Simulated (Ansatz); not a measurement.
# Zr (P6_3/mmc): Drude plasma energy along x against volume

The cell of Zr (P6_3/mmc) is scaled evenly and the response computed anew at each volume, on one mesh. x, y and z are the Cartesian axes of the input cell.

Cell: a, b, c = 3.232, 3.232, 5.147 Å (primitive vectors), 2 atoms.

Method: Ansatz 0.2.0, PBE, independent particles, k-mesh 15×15×8 with interpolation inside its cells, Gaussian parameter 0.1 eV.

Launch of the response step: `ansatz run input.yaml --threads 4 --pin off --max-ram 8192MiB --backend cpu --events-out ev --progress --plain --runs-dir out`. The series took 9.0 min in all, on 4 threads of Intel(R) Xeon(R) Processor @ 2.50GHz (Skylake/Cascade Lake), with other jobs on the host.

| V/V₀ | V (Å³, primitive cell) | Drude plasma energy along x (eV) |
| --- | --- | --- |
| 0.94 | 43.77 | ? |
| 0.96 | 44.70 | 4.100 |
| 0.98 | 45.63 | 4.015 |
| 1.00 | 46.56 | 3.938 |
| 1.02 | 47.49 | 3.868 |
| 1.04 | 48.42 | 3.804 |
| 1.06 | 49.36 | 3.743 |

For small changes the quantity should be close to linear in ln V.

Working, on the rows shown:

| x = ln(V/V₀) | y = Drude plasma energy along x |
| --- | --- |
| -0.040822 | 4.1 |
| -0.0202027 | 4.015 |
| 0 | 3.938 |
| 0.0198026 | 3.868 |
| 0.0392207 | 3.804 |
| 0.0582689 | 3.743 |

Means: x̄ = 0.0093779, ȳ = 3.9113. Σ(x − x̄)(y − ȳ) = -0.02467, Σ(x − x̄)² = 0.006873. Slope = -0.02467 / 0.006873 = -3.59; intercept = ȳ − slope · x̄ = 3.945. The line misses the rows shown by at most 0.0084 eV.

**Question.** Fill in the last column of the withheld row.

**Answer.** At x = -0.061875 the line gives y = 4.1671 eV. The run gave 4.195 eV, so the extrapolation is off by 0.028 eV, 6 % of the range in the table. Beyond its data the fit drifts from the curve.

Between the rows on either side of x = 0 the slope is (3.868 − 4.015) / (0.019803 − (-0.020203)) = -3.675. So d ln ωp/d ln V = -0.93; free electrons would give −0.50. The values come from a sum over the points of one k-mesh and carry its error, which is largest for Fermi-surface quantities. Spin-orbit coupling is left out.
